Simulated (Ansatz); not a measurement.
Rows from a G0W0 calculation on Sn on the Pb site in CsPbCl3 (40-atom cell) (Ansatz 0.2.0; G0W0 on PBEsol, plane waves, PAW; PAW set soft_1; 2×2×2 mesh, 1130 empty bands, screening to 75 eV, PAW set soft_1 files), in eV. Spin-orbit coupling is left out.

```tsv
row	k	band	start	Σx	Σc at the solution	Vxc
A	Γ	c1	5.787	-7.905	-3.060	-11.864
B	Γ	c4	6.361	-8.778	-3.133	-12.881
C	Γ	v1	4.199	-19.840	1.282	-18.414
D	Γ	v2	3.483	-20.041	1.681	-18.087
E	Γ	v5	2.459	-20.548	2.308	-17.788
F	Γ	v3	3.157	-20.413	1.877	-18.210
```

Work out each quasiparticle level and how far it moved.

The quasiparticle equation reads E = start + Σx + Σc(E) − Vxc.

```tsv
row	E (eV)	shift (eV)
A	6.687	+0.900
B	7.331	+0.970
C	4.055	−0.144
D	3.210	−0.273
E	2.007	−0.452
F	2.832	−0.326
```

The gap over the computed points goes from 1.59 eV to 2.63 eV.

Limits: not at the basis limit; no spin-orbit coupling.

[Paths, hosts, dates, memory and timing lines, banners, echoed tables and standing remarks are left out of the program output.]

[Logs are printed without paths, hosts, clocks, repeated set-up lines and the standing remarks that a program may print on its own settings, such as how far it seeks lower states.]

[Runs of the session that timed out or met a known fault of the program may be left out.]

[Cells called generated may have been cut or substituted from an entry of the Crystallography Open Database or the Materials Project.]

[Hosts, paths, dates, database ids (printed as entryN), source tags and the programs' standing remarks are cut or masked in the printed files.]
